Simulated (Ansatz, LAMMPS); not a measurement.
**Poly(vinylidene fluoride) with Li+ BF4- (capped chains of 10 units), relaxed from a frame at 300 K (142 atoms), step 2 of a relaxation**

This is step 2 of a relaxation. Method: Kohn-Sham DFT, LDA, PAW (set soft_2), plane waves (Ansatz 0.2.0); cutoff 420 eV, Γ point, gaussian smearing of 0.05 eV; density 1.69 g/cm³.

Cell vectors (Å):

```
11.217 0.000 0.000
0.000 11.217 0.000
0.000 0.000 11.217
```

Positions (Å):

```
1 C 6.508 7.520 7.463
2 C 5.990 8.879 7.002
3 C 4.562 9.189 7.343
4 F 3.781 8.165 6.898
5 F 4.231 10.313 6.634
6 C 4.239 9.475 8.820
7 C 2.857 10.043 9.057
8 F 2.875 0.155 8.702
9 F 2.618 10.051 10.402
10 C 1.712 9.355 8.381
11 C 0.359 9.865 8.779
12 F 0.086 9.605 10.101
13 F 10.647 9.080 8.077
14 C 0.134 0.106 8.504
15 C 9.940 0.500 8.238
16 F 9.544 0.031 7.020
17 F 9.117 11.106 9.178
18 C 9.643 1.972 8.336
19 C 10.474 2.908 7.502
20 F 10.117 4.183 7.864
21 F 0.564 2.802 7.868
22 C 10.381 2.865 6.009
23 C 8.943 2.910 5.483
24 F 8.185 3.683 6.299
25 F 8.386 1.694 5.568
26 C 8.795 3.412 4.066
27 C 9.452 2.555 2.984
28 F 8.837 2.929 1.805
29 F 9.190 1.257 3.185
30 C 10.899 2.800 2.706
31 C 0.229 2.001 1.521
32 F 10.549 1.790 0.519
33 F 0.536 0.769 1.977
34 C 1.481 2.662 0.899
35 C 1.218 3.907 0.094
36 F 0.164 3.717 10.423
37 F 0.772 4.875 0.919
38 C 2.424 4.399 10.531
39 C 2.220 5.730 9.848
40 F 3.160 5.867 8.877
41 F 1.016 5.712 9.183
42 C 2.299 6.922 10.769
43 H 7.602 7.495 7.316
44 H 6.312 7.360 8.539
45 H 6.056 6.698 6.893
46 H 6.621 9.704 7.392
47 H 6.049 8.981 5.905
48 H 4.952 10.230 9.152
49 H 4.365 8.559 9.391
50 H 1.779 9.467 7.316
51 H 1.772 8.285 8.609
52 H 0.777 0.418 7.669
53 H 0.490 0.685 9.378
54 H 9.777 2.296 9.382
55 H 8.591 2.154 8.098
56 H 10.946 3.727 5.631
57 H 10.884 1.946 5.614
58 H 9.169 4.439 3.963
59 H 7.725 3.468 3.842
60 H 0.365 2.583 3.515
61 H 10.992 3.895 2.546
62 H 2.156 2.936 1.712
63 H 2.044 1.898 0.296
64 H 2.730 3.627 9.800
65 H 3.252 4.490 0.034
66 H 1.576 7.721 10.560
67 H 3.315 7.319 10.678
68 H 2.132 6.646 0.590
69 C 2.925 7.005 3.061
70 C 4.252 6.955 3.821
71 C 4.511 5.589 4.415
72 F 5.797 5.597 4.890
73 F 4.495 4.667 3.442
74 C 3.564 5.170 5.527
75 C 4.055 3.974 6.324
76 F 5.248 4.294 6.893
77 F 3.216 3.791 7.380
78 C 4.224 2.643 5.622
79 C 2.948 2.074 5.107
80 F 2.057 1.911 6.124
81 F 2.431 2.990 4.226
82 C 2.954 0.754 4.369
83 C 3.969 0.709 3.262
84 F 5.208 0.756 3.832
85 F 3.856 1.830 2.520
86 C 3.868 10.680 2.442
87 C 4.848 10.586 1.277
88 F 4.570 9.499 0.569
89 F 4.597 0.403 0.408
90 C 6.303 10.552 1.693
91 C 7.275 10.688 0.510
92 F 7.304 0.791 0.165
93 F 6.798 10.067 10.633
94 C 8.674 10.256 0.855
95 C 8.871 8.770 0.870
96 F 10.172 8.527 1.243
97 F 8.098 8.218 1.870
98 C 8.604 8.070 10.758
99 C 9.250 6.709 10.675
100 F 8.968 6.190 9.431
101 F 10.605 6.874 10.647
102 C 8.923 5.653 0.511
103 C 7.495 5.139 0.432
104 F 7.101 4.689 1.647
105 F 6.683 6.166 0.144
106 C 7.323 4.043 10.619
107 C 5.920 3.586 10.430
108 F 5.176 4.683 10.100
109 F 5.387 3.114 0.389
110 C 5.732 2.528 9.371
111 H 2.896 6.177 2.365
112 H 2.808 7.943 2.492
113 H 2.060 6.931 3.754
114 H 5.118 7.169 3.146
115 H 4.294 7.714 4.611
116 H 2.562 5.009 5.136
117 H 3.471 5.998 6.249
118 H 4.693 1.948 6.334
119 H 4.947 2.763 4.805
120 H 3.183 11.123 5.073
121 H 1.941 0.572 3.993
122 H 4.069 9.833 3.126
123 H 2.836 10.590 2.067
124 H 6.571 0.160 2.385
125 H 6.463 9.605 2.226
126 H 9.405 10.714 0.140
127 H 8.906 10.676 1.830
128 H 7.525 7.966 10.559
129 H 9.012 8.689 9.951
130 H 9.622 4.813 0.313
131 H 9.109 6.068 1.510
132 H 7.662 4.415 9.664
133 H 7.948 3.181 10.930
134 H 6.138 2.897 8.406
135 H 6.258 1.611 9.677
136 H 4.658 2.330 9.249
137 B 11.179 6.731 5.664
138 F 0.294 5.893 4.615
139 F 10.888 8.073 5.378
140 F 0.976 6.735 6.646
141 F 10.032 6.156 6.308
142 Li 10.622 5.888 8.132
```

**Question.** What force acts on each atom?

Columns: atom, fx, fy, fz (forces in eV/Å).

```
1 -0.035 0.639 0.028
2 0.285 -0.070 0.342
3 0.507 -0.055 1.041
4 -0.291 0.152 -0.213
5 -0.390 0.055 -0.325
6 -0.216 0.069 -1.309
7 0.173 0.221 0.156
8 0.050 -0.061 -0.035
9 -0.018 0.031 -0.193
10 -0.146 0.031 0.882
11 -0.903 -0.777 -0.110
12 0.148 0.037 -0.404
13 0.691 0.582 0.534
14 0.260 0.195 0.198
15 -0.609 -0.231 -0.102
16 0.153 0.029 0.479
17 0.185 0.204 -0.445
18 0.075 0.366 0.185
19 0.475 -0.553 -0.042
20 -0.320 0.078 0.623
21 -0.245 0.046 -0.058
22 -0.229 -0.665 -0.473
23 0.695 0.393 -0.266
24 -0.184 0.451 0.013
25 -0.288 -0.626 0.018
26 0.403 -0.254 -0.113
27 -0.242 1.105 -0.074
28 -0.297 -0.381 0.366
29 -0.125 -0.552 -0.141
30 -0.085 0.309 -0.786
31 0.522 1.214 -0.412
32 -0.065 -0.205 0.177
33 0.400 -0.482 0.110
34 -0.291 -0.980 -0.138
35 -0.058 -0.270 -0.994
36 0.383 -0.133 0.346
37 -0.130 0.527 0.472
38 -0.373 -0.422 0.303
39 0.499 0.244 0.506
40 -0.208 0.149 0.075
41 -0.187 -0.010 -0.392
42 -0.057 -0.057 -0.209
43 -0.138 -0.128 -0.023
44 0.000 -0.036 -0.065
45 -0.009 -0.068 0.031
46 -0.127 -0.141 0.055
47 0.020 -0.147 -0.089
48 0.245 0.133 0.354
49 0.103 -0.328 0.244
50 0.152 -0.025 -0.941
51 -0.074 -0.189 -0.116
52 -0.109 0.091 -0.089
53 0.028 -0.167 -0.098
54 0.159 -0.110 0.049
55 -0.278 -0.167 -0.164
56 0.053 0.235 -0.073
57 -0.328 0.365 0.297
58 0.157 0.101 0.205
59 -0.289 -0.149 -0.055
60 0.212 -0.191 0.684
61 0.066 -0.317 -0.164
62 0.239 0.103 0.269
63 -0.457 0.393 0.198
64 -0.168 0.159 -0.022
65 0.119 0.068 -0.069
66 -0.001 -0.101 -0.248
67 0.159 0.113 0.131
68 -0.022 -0.170 0.251
69 0.341 0.528 0.915
70 -0.243 -0.026 -0.712
71 -0.146 0.881 0.746
72 0.105 0.013 -0.111
73 0.031 -0.614 -0.721
74 0.784 0.157 0.373
75 -0.224 0.098 -0.113
76 0.186 -0.100 0.010
77 -0.265 -0.059 0.024
78 0.434 0.188 0.351
79 -0.001 -0.647 -0.479
80 -0.140 0.197 -0.180
81 -0.708 0.147 0.205
82 0.704 -0.557 0.744
83 -0.436 -0.230 0.398
84 0.353 0.121 0.188
85 0.251 0.063 -0.449
86 0.328 -0.199 -0.354
87 -0.013 1.315 0.577
88 -0.128 -1.419 -0.130
89 0.198 0.072 0.270
90 0.262 0.356 -0.632
91 -0.377 0.401 1.053
92 0.250 0.187 0.078
93 -0.077 -0.376 -0.547
94 0.164 0.115 -0.856
95 0.381 -0.215 -0.053
96 -0.616 0.195 0.023
97 0.172 -0.051 -0.307
98 0.028 -0.296 0.378
99 0.217 0.211 0.870
100 -0.045 -0.147 -0.632
101 -0.318 -0.150 0.044
102 0.162 0.034 -0.691
103 0.587 -0.615 -0.094
104 0.011 0.209 0.141
105 -0.648 0.775 -0.038
106 0.120 -0.360 0.905
107 -0.552 -0.649 -0.205
108 -0.231 -0.023 -0.166
109 0.086 0.220 -0.193
110 0.450 0.400 -0.005
111 -0.147 -0.451 -0.396
112 0.090 -0.093 0.035
113 0.182 -0.076 -0.237
114 -0.304 -0.227 0.134
115 -0.064 -0.031 0.280
116 -0.313 -0.129 -0.213
117 0.070 0.025 0.037
118 -0.104 -0.076 0.119
119 -0.087 0.067 -0.158
120 -0.078 0.659 -0.329
121 -0.169 0.117 -0.216
122 -0.115 0.017 -0.106
123 0.026 -0.057 -0.169
124 -0.245 -0.256 -0.203
125 0.119 -0.082 -0.032
126 -0.460 -0.312 0.207
127 0.176 0.019 0.517
128 0.176 0.049 0.251
129 0.227 0.080 -0.141
130 -0.150 0.210 0.221
131 0.030 0.072 0.064
132 0.346 0.187 -0.593
133 -0.073 0.151 -0.090
134 -0.164 -0.095 0.248
135 -0.104 0.037 -0.003
136 -0.035 -0.058 0.001
137 -0.435 1.140 0.696
138 0.017 0.310 -0.113
139 0.304 -1.237 -0.453
140 -0.069 -0.355 -0.001
141 0.087 0.108 0.179
142 0.206 0.471 -0.329
```

The network of contacts between molecules at the start is that of the classical potential that made the cell. The functional has no dispersion term, which matters for the binding between molecules or layers, where LDA binds through overlap of densities alone. The density was typed from a rule of thumb and may lie off the real one at this temperature. Only the Γ point is sampled, in a cell whose shortest periodic width is 11 Å.

The r.m.s. force component is 0.367 eV/Å; the longest force, 1.44 eV/Å, acts on C87. The energy lies 35.7 meV/atom below that of the first step of this run.

[Long decimals in the printed logs are rounded to 6 places.]

[Logs are printed without paths, hosts, clocks, repeated set-up lines and the standing remarks that a program may print on its own settings, such as how far it seeks lower states.]

[Hosts, paths, dates, database ids (printed as entryN), source tags and the programs' standing remarks are cut or masked in the printed files.]
